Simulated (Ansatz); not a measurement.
In doubt: one-shot GW on d or f shells is unsure, so the values of those runs are not to be relied on.

BaNaCeNbO6 (F-43m), computed twice by G0W0.

Symmetry: F-43m, No. 216, cubic system. The conventional cell has a = 8.525 Å, b = 8.525 Å, c = 8.525 Å, α = 90.00°, β = 90.00°, γ = 90.00°. Na has 12 O at 3.02 Å nearest. Ba has 12 O at 3.02 Å nearest. Ce has 6 O at 2.24 Å nearest. Nb has 6 O at 2.02 Å nearest. O has 1 Nb at 2.02 Å and 1 Ce at 2.24 Å and 2 Na at 3.02 Å and 2 Ba at 3.02 Å nearest. Farther neighbours and most contacts between anions are not listed.

```xyz
10
Lattice="0.0000 4.2625 4.2625 4.2625 0.0000 4.2625 4.2625 4.2625 0.0000" Properties=species:S:1:pos:R:3 pbc="T T T"
Na    2.1313    2.1313    2.1313
Ba    6.3938    6.3938    6.3938
Ce    0.0000    0.0000    0.0000
Nb    4.2625    4.2625    4.2625
O     2.2412    4.2625    4.2625
O     6.2838    4.2625    4.2625
O     4.2625    4.2625    6.2838
O     4.2625    4.2625    2.2412
O     4.2625    2.2412    4.2625
O     4.2625    6.2838    4.2625
```

The cell and positions are those that the Materials Project relaxed with its own functionals (PBE, PBE+U or r2SCAN), kept fixed. Spin-orbit coupling is left out unless a run names it.

The first (Ansatz 0.2.0; start PBE, 4×4×4 mesh, 849 empty bands, screening to 180 eV, PAW set soft_1 files; 1 × NVIDIA H100 80GB HBM3 (shared by 6 runs) with 2 threads of AMD EPYC 7R13 (Zen 3), shared host) gave, on its mesh: starting gap 2.02 eV, G0W0 gap 4.32 eV, RPA ε∞ (mean) 5.41, 51 s.

**Question.** The second changes empty bands from 849 to 394 and screening cutoff (eV) from 180.0 to 108. What does it give?

It gave: starting gap 2.02 eV, G0W0 gap 4.24 eV, RPA ε∞ (mean) 5.43, 28 s. The G0W0 gap moves by −0.08 eV, +0.00 eV from the start and −0.08 eV from the correction. Σc changes by +0.21 eV at the valence top and +0.13 eV at the conduction bottom, and Σx − Vxc between them by +0.00 eV.

Limits: not at the basis limit; f levels unsure; no spin polarisation; f levels unsure; no spin-orbit coupling.

[Paths, hosts, dates, memory and timing lines, banners, echoed tables and standing remarks are left out of the program output.]

[Logs are printed without paths, hosts, clocks, repeated set-up lines and the standing remarks that a program may print on its own settings, such as how far it seeks lower states.]

[Runs of the session that timed out or met a known fault of the program may be left out.]

[Cells called generated may have been cut or substituted from an entry of the Crystallography Open Database or the Materials Project.]

[Hosts, paths, dates, database ids (printed as entryN), source tags and the programs' standing remarks are cut or masked in the printed files.]
